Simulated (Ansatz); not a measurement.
**BaTiO3 (P4mm): the HSE06 gap against the k mesh of the hybrid**

Aim: see how gap, energy and time of BaTiO3 (P4mm) follow the k mesh of the hybrid.

Program: Ansatz 0.2.0. Level of theory: DFT, HSE06, plane waves, PAW. Results are calculated unless marked as measured.

## Step 1: The starting structure

The structure is tetragonal, space group P4mm (No. 99). The conventional cell has a = 3.990 Å, b = 3.990 Å, c = 4.023 Å, α = 90.00°, β = 90.00°, γ = 90.00°. Ba has 12 O at 2.80 to 2.87 Å nearest. Ti has 6 O at 1.84 to 2.18 Å nearest. Nearest to O lie 2 Ti at 1.84 to 2.18 Å and 4 Ba at 2.82 Å. O has 2 Ti at 2.00 Å and 4 Ba at 2.80 to 2.87 Å nearest. Farther neighbours and most contacts between anions are not listed.

As a file:

```cif
data_structure
_symmetry_space_group_name_H-M 'P4mm'
_symmetry_Int_Tables_number 99
_cell_length_a 3.9905
_cell_length_b 3.9905
_cell_length_c 4.0230
_cell_angle_alpha 90.000
_cell_angle_beta 90.000
_cell_angle_gamma 90.000
_cell_volume 64.06
loop_
_atom_site_label
_atom_site_type_symbol
_atom_site_symmetry_multiplicity
_atom_site_Wyckoff_symbol
_atom_site_fract_x
_atom_site_fract_y
_atom_site_fract_z
_atom_site_occupancy
Ba1 Ba 1 a 0.00000 0.00000 0.00000 1
Ti1 Ti 1 b 0.50000 0.50000 0.52200 1
O1 O 1 b 0.50000 0.50000 0.97900 1
O2 O 2 c 0.50000 0.00000 0.48800 1
```

The cell and positions come from the Crystallography Open Database and are kept as given unless a step says otherwise. Spin-orbit coupling is left out unless a step names it. The default PAW set here is soft_2. Its files were made with PBE.

## Step 2: k mesh of the hybrid: 2×2×2

File input.yaml:

```yaml
crystal:
  lattice:
    - [3.99048, 0.0, 0.0]
    - [0.0, 3.99048, 0.0]
    - [0.0, 0.0, 4.02303]
  atoms:
    - { symbol: Ba, position: [0.0, 0.0, 0.0] }
    - { symbol: Ti, position: [0.5, 0.5, 0.522] }
    - { symbol: O, position: [0.5, 0.5, 0.979] }
    - { symbol: O, position: [0.5, 0.0, 0.488] }
    - { symbol: O, position: [0.0, 0.5, 0.488] }
kpoints:
  mp_grid: { grid: [2, 2, 2] }
  band_path:
    path:
      - [0.0, 0.0, 0.0]
      - [0.0, 0.5, 0.0]
      - [0.5, 0.5, 0.0]
      - [0.0, 0.0, 0.5]
      - [0.0, 0.5, 0.5]
      - [0.5, 0.5, 0.5]
    npoints: 1
hamiltonian:
  xc: hse06
scf:
  occupations: { method: fixed }
  n_extra_bands: 5
output:
  eigenvalues: true
```

Started as:

```
> ansatz run input.yaml --threads 3 --pin off --max-ram 92160MiB --backend cuda --events-out ev --progress --plain --runs-dir out --devices 1 --max-vram 13GiB
```

Numbers of over 12 decimals in the logs are rounded to 6 here.

Output:

```text
scf.n_extra_bands = 5 over 20 filled bands (N_el = 40.0): the run solves 25 bands
exact exchange: scf.exx.singularity resolves to wigner_seitz, which cuts the screened interaction at the faces of the exchange supercell's Wigner-Seitz cell, so that each pair interacts once, at the shortest of its separations (the periodic images that this leaves out come, for a point-like exchange hole, to about 0.054 eV on a filled level). The cut falls within the interaction's reach, and what an exchange supercel [...]
GPUs: using 1 of 1 available (devices: 1).
Engine: ansatz 0.2.0, x86_64-unknown-linux-gnu
Pseudopotentials: kind: paw
Pseudopotential: Ba, paw, valence charge 10, recommended cutoff 420 eV (normal), Ba.paw.azcp
Pseudopotential: Ti, paw, valence charge 12, recommended cutoff 420 eV (normal), Ti.paw.azcp
Pseudopotential: O, paw, valence charge 6, recommended cutoff 420 eV (normal), O.paw.azcp
Functional definition: HSE06
  parameter a = 0.25
  parameter omega = 0.11/bohr
  exchange = pbe_x - a*pbe_x_sr(omega) + a*exact_x_sr(omega)
  correlation = pbe_c
davidson cushion auto → on  (no smearing: the cushion is to keep the highest requested band from converging to the state above it; pin scf.eigensolver.cushion to override)
device memory: the entry about to start is reckoned to put 0.9 GiB on a device that reports 31.8 GiB free (of which the cap on the GPU budget leaves the run 13.0 GiB)
GPU FFT provider: cuFFT
GPU libraries: cuBLAS 13.8.2, cuFFT 12.4.0, cuSOLVER 12.3.4
Crystal: 5 atoms, lattice volume = 64.062 Å³
Basis set: ecut = 420 eV, 1245 PW (Γ)
Bands: 25, of which v1, the nominal top of the filled ones, is band 20 counted from 1 (19 counted from 0)
Symmetry: 8 space group operations
Space group: P4mm (ITA 99), of the structure as read, at distance tolerance 4.0e-5 Å
k-points: 6 of 8
Non-local potential: Ba, projectors of the file, l = 0: 3, l = 1: 2, l = 2: 2, l = 3: 2
Non-local potential: Ti, projectors of the file, l = 0: 3, l = 1: 2, l = 2: 3, l = 3: 1
Non-local potential: O, projectors of the file, l = 0: 2, l = 1: 2, l = 2: 1
PAW form: soft (Blöchl's): semilocal exchange-correlation on the pseudo side does not see the compensation charge
PAW frozen core: Ba, regenerated for the run's functional, and the local potential with it (the file was generated under x = pbe(κ = 0.804, μ = 0.219515), c = pbe(β = 0.066725))
PAW frozen core: Ti, regenerated for the run's functional, and the local potential with it (the file was generated under x = pbe(κ = 0.804, μ = 0.219515), c = pbe(β = 0.066725))
PAW frozen core: O, regenerated for the run's functional, and the local potential with it (the file was generated under x = pbe(κ = 0.804, μ = 0.219515), c = pbe(β = 0.066725))
PAW one-centre angular grid: Ba, 194 points (default); XC on 64 Gauss nodes
PAW one-centre angular grid: Ti, 590 points (default); XC on 64 Gauss nodes
PAW one-centre angular grid: O, 110 points (default); XC on 96 Gauss nodes
Initial density: superposition of atomic densities (neutral atoms: chi_scale 0, normalization atom), corrected by the library's trained network
Initial wavefunctions: pseudopotential atomic-orbital guess
GPU buffer pool allocated for 19683 grid points (all kernels)
GPU transforms: local potential and band sums: pruned to the plane-wave sphere, on 27×27×27
Functional: x = pbe(κ = 0.804, μ = 0.219515), c = pbe(β = 0.066725), warm-up for x = pbe(κ = 0.804, μ = 0.219515) + 0.25 (exact − pbe) at short range (hse, ω = 0.207870 Å⁻¹), c = pbe(β = 0.066725); HSE06 as pw.x's `hse` composes it (authors' and Libxc's form: `xc: wpbeh`)
SCF iter   1: F=—  HF=-10159.033090 eV  |F-HF|=—  |Δ(HF+E_count)|=         —  Δρ=1.06e-2  dr2=7.26e-2  ethr=1.77e-3  ⟨swp⟩=7.7  Hψ=738  notcnv=0
preconditioner: auto → none  [insulator: Δε(μ)=1.847 eV  Ē_g=11.944 eV  n_scr=18 (ndim 8)  ℏωp=26.2 eV  f_vac=0.000]
[...]
SCF iter   2: F=—  HF=-10163.089966 eV  |F-HF|=—  |Δ(HF+E_count)|=   4.58e-2  Δρ=3.34e-2  dr2=7.95e-1  ethr=2.11e-6  ⟨swp⟩=7.7  Hψ=842  notcnv=0
SCF iter   3: F=—  HF=-10162.937367 eV  |F-HF|=—  |Δ(HF+E_count)|=   1.53e-1  Δρ=4.39e-3  dr2=1.70e-2  ethr=2.11e-6  ⟨swp⟩=7.3  Hψ=746  notcnv=0  defer=1
SCF iter   4: F=—  HF=-10162.961594 eV  |F-HF|=—  |Δ(HF+E_count)|=   2.42e-2  Δρ=2.58e-3  dr2=5.97e-3  ethr=2.11e-6  ⟨swp⟩=4.3  Hψ=573  notcnv=0
SCF iter   5: F=—  HF=-10162.960293 eV  |F-HF|=—  |Δ(HF+E_count)|=   1.30e-3  Δρ=8.66e-4  dr2=2.73e-4  ethr=2.11e-6  ⟨swp⟩=4.2  Hψ=476  notcnv=0
SCF iter   6: F=—  HF=-10162.960675 eV  |F-HF|=—  |Δ(HF+E_count)|=   3.82e-4  Δρ=7.24e-4  dr2=2.45e-4  ethr=5.99e-7  ⟨swp⟩=4.0  Hψ=417  notcnv=0
SCF iter   7: F=-10162.960611 eV  HF=-10162.960613 eV  |F-HF|=1.90e-6  |Δ(HF+E_count)|=   6.17e-5  Δρ=9.61e-5  dr2=5.60e-6  ethr=5.99e-7  ⟨swp⟩=3.0  Hψ=374  notcnv=0
SCF 2 stopped early in 7 iterations: F = -10162.960611 eV  dr2 = 5.60e-6
hybrid outer 1: dexx = +2.989e-2 eV, tail = 1.03e-4 eV
GPU FFT provider: cuFFT
GPU libraries: cuBLAS 13.8.2, cuFFT 12.4.0, cuSOLVER 12.3.4
GPU buffer pool allocated for 19683 grid points (all kernels)
GPU transforms: local potential and band sums: pruned to the plane-wave sphere, on 27×27×27
Exchange kernel: α = 0.2500, screened, ω = 0.2079 Å⁻¹, Wigner–Seitz truncation, v(0) = 778.7723 eV·Å³, q-mesh 2×2×2, nearest image of the exchange supercell L = 7.98 Å, pair-density grid 20×20×20, without the augmentation charges, whose exchange is taken in its separable form by FFT convolution over the k-point mesh (sized by the pseudopotential files, 27×27×27 at the most), smooth part of the exact exchange by density-matrix convolution in up to 564.9 MiB of GPU memory as planned if the GPU has room (build and FFT work areas not counted)
Frozen-core exchange: fock
SCF iter   1: F=—  HF=-10162.959762 eV  |F-HF|=—  |Δ(HF+E_count)|=         —  Δρ=1.31e-4  dr2=8.36e-6  ethr=1.29e-6  ⟨swp⟩=3.0  Hψ=357  notcnv=0
preconditioner: auto → none  [insulator: Δε(μ)=3.093 eV  Ē_g=13.920 eV  n_scr=18 (ndim 8)  ℏωp=26.2 eV  f_vac=0.000]
SCF iter   2: F=—  HF=-10162.959762 eV  |F-HF|=—  |Δ(HF+E_count)|=   6.75e-8  Δρ=5.83e-5  dr2=1.86e-6  ethr=1.69e-8  ⟨swp⟩=4.0  Hψ=509  notcnv=0
SCF iter   3: F=—  HF=-10162.959764 eV  |F-HF|=—  |Δ(HF+E_count)|=   2.00e-6  Δρ=2.76e-5  dr2=2.31e-7  ethr=3.67e-9  ⟨swp⟩=3.5  Hψ=393  notcnv=0
SCF iter   4: F=-10162.959764 eV  HF=-10162.959764 eV  |F-HF|=2.68e-8  |Δ(HF+E_count)|=   2.19e-8  Δρ=1.14e-5  dr2=4.70e-8  ethr=4.28e-10  ⟨swp⟩=4.0  Hψ=408  notcnv=0
SCF 3 converged in 4 iterations: F = -10162.959764 eV  dr2 = 4.70e-8
hybrid outer 2: dexx = +2.109e-6 eV, tail = 1.53e-7 eV, Δε = 5.15e-3 eV (about 2.20e-4 eV left of the loop's levels)
device memory: the entry about to start is reckoned to put 0.4 GiB on a device that reports 27.8 GiB free (of which the cap on the GPU budget leaves the run 13.0 GiB)
NSCF: frozen V_eff on 6 k-points
hybrid SCF converged: 2 outer / 11 inner (+5 warm-up), last move |dexx| = 2.11e-6 eV, tail = 1.53e-7 eV
Stability not checked: this state was not tested for a lower state beside it, because the functional holds exact exchange (a hybrid, or Hartree-Fock), whose exchange loop this test does not read (fock_operator; see scf.lower_state_search)
Free energy (F): -10162.959763 eV
Frozen-core exchange: fock
Harris-Foulkes:  -10162.959763 eV  (|F-HF|=2.68e-8)
Internal energy: -10162.959763 eV  (E = F + TS)
E sigma→0 (E₀):  -10162.959763 eV
Fermi energy:    9.458951 eV
--- Per-component energies (eV) ---
  E_band       = -222.014504
  E_kinetic    = 973.792922
  E_local      = -2092.661840  (includes V_loc(G=0)·N_el)
  E_nonlocal   = 196.413869
  E_hartree    = 815.764225
  E_xc         = -395.437859
  E_vxc        = -436.530457  (∫ρ·V_xc dr)
  E_exx        = -117.163227  (= α·E_x^exact, valence–valence)
  E_paw        = -6727.098569  (= ΣΔE_a)
  E_vpaw       = -260.241681  (= ΣTr[D̂ρ^β])
  E_aug_tail   = 0.007441  (compensation charges beyond the density's cutoff)
  E_ewald      = -2816.176581
  E_core_change = -0.400145  (= ΣΔE_core)
  E_smearing   = -0.000000  (= −TS)
  E_closure    = 0.000000  (closes the sum)
  Σ components = -10162.959763   (vs F -10162.959763, Δ=0.00e0)
--- Band table (eV; the first three rows and the last of 6) ---
  k-point 0: bands = [... 16 lower, 8.1505, 8.9696, 9.0732, 9.0732, 12.5503, 12.9109, 12.9109, 14.8146, ... 1 higher]
  k-point 1: bands = [... 16 lower, 7.3595, 7.4001, 8.6805, 8.6805, 12.6925, 14.5202, 14.5202, 14.8137, ... 1 higher]
  k-point 2: bands = [... 16 lower, 7.4907, 7.6902, 8.2142, 8.3704, 13.0291, 14.4256, 14.4664, 14.9516, ... 1 higher]
  k-point 5: bands = [... 16 lower, 6.8866, 9.2703, 9.2703, 9.4590, 15.1848, 15.1848, 15.2130, 17.4807, ... 1 higher]
```

Wall time 12 s (1 × NVIDIA H100 80GB HBM3 (shared by 6 runs) with 3 threads of AMD EPYC 7R13 (Zen 3), shared host); peak memory 1.1 GiB.

Numbers from this step:

* gap: 3.091 eV
* valence top at: A
* conduction bottom at: Γ
* least direct gap: 3.477 eV
* exact-exchange fraction: 0.25

The gap is indirect, with the least direct gap 0.39 eV higher.

## Step 3: k mesh of the hybrid: 4×4×4

Edit input.yaml of step 2 so:

```diff
@@ -12,3 +12,3 @@
 kpoints:
-  mp_grid: { grid: [2, 2, 2] }
+  mp_grid: { grid: [4, 4, 4] }
   band_path:
@@ -29 +29,5 @@
   eigenvalues: true
+  write_density: true
+  write_potential: true
+  elf: true
+  volumetric_format: npy
```

Output:

```text
[...]
GPUs: using 1 of 1 available (devices: 1).
[...]
GPU FFT provider: cuFFT
GPU libraries: cuBLAS 13.8.2, cuFFT 12.4.0, cuSOLVER 12.3.4
Crystal: 5 atoms, lattice volume = 64.062 Å³
Basis set: ecut = 420 eV, 1245 PW (Γ)
Bands: 25, of which v1, the nominal top of the filled ones, is band 20 counted from 1 (19 counted from 0)
Symmetry: 8 space group operations
[...]
k-points: 18 of 64 (time reversal used)
[...]
Fermi energy:    9.383566 eV
[...]
--- Band table (eV; the first three rows and the last of 18) ---
  k-point 0: bands = [... 16 lower, 8.0924, 8.9408, 9.0529, 9.0529, 12.6688, 13.0216, 13.0216, 14.8881, ... 1 higher]
  k-point 1: bands = [... 16 lower, 7.6935, 7.9912, 8.8443, 8.8443, 12.7421, 13.8681, 13.8681, 14.8868, ... 1 higher]
  k-point 2: bands = [... 16 lower, 7.3000, 7.3463, 8.6548, 8.6548, 12.8189, 14.6597, 14.6597, 14.8884, ... 1 higher]
  k-point 17: bands = [... 16 lower, 6.8640, 9.1964, 9.1964, 9.3836, 15.3377, 15.3377, 15.3574, 17.4732, ... 1 higher]
[key lines of the parts left out:]
Free energy (F): -10163.475258 eV
```

It took 23 s on 1 × NVIDIA H100 80GB HBM3 (shared by 6 runs) with 3 threads; peak memory 1.2 GiB.

Numbers from this step:

```yaml
gap: 3.285 eV
valence_top_at: A
conduction_bottom_at: Γ
least_direct_gap: 3.616 eV
```

The gap is 3.285 eV, +0.194 eV from the run before at this level.

## Step 4: The series

Differences are against the last row; a negative gap means that bands overlap, and a run with a band path holds that path's time. Times are wall times on 1 × NVIDIA H100 80GB HBM3 (shared by 6 runs) with 3 threads of AMD EPYC 7R13 (Zen 3), shared host, good to a factor of about two.

| k mesh of the hybrid | gap (eV) | direct gap (eV) | gap error (eV) | energy error (meV/atom) | irreducible k | time |
| --- | --- | --- | --- | --- | --- | --- |
| 2×2×2 | 3.091 | 3.477 | −0.194 | +103.1 | 6 | 12 s |
| 4×4×4 | 3.285 | 3.616 | +0.000 | +0.0 | 18 | 23 s |

## Step 5: Summary of results

* 2×2×2: 3.091 eV
* 4×4×4: 3.285 eV

**Reading.** The gap holds to 0.02 eV from 4×4×4 on, the last run itself, so the series does not show convergence. At 2×2×2 the gap is off by −0.194 eV and the energy by +103 meV/atom. The gap is read over the mesh and added points near the edges, so meshes differ mainly through the density and, for a hybrid, the exchange operator.

[Paths, hosts, dates, memory and timing lines, banners, echoed tables and standing remarks are left out of the program output.]

[Logs are printed without paths, hosts, clocks, repeated set-up lines and the standing remarks that a program may print on its own settings, such as how far it seeks lower states.]

[Runs of the session that timed out or met a known fault of the program may be left out.]

[Cells called generated may have been cut or substituted from an entry of the Crystallography Open Database or the Materials Project.]

[Hosts, paths, dates, database ids (printed as entryN), source tags and the programs' standing remarks are cut or masked in the printed files.]
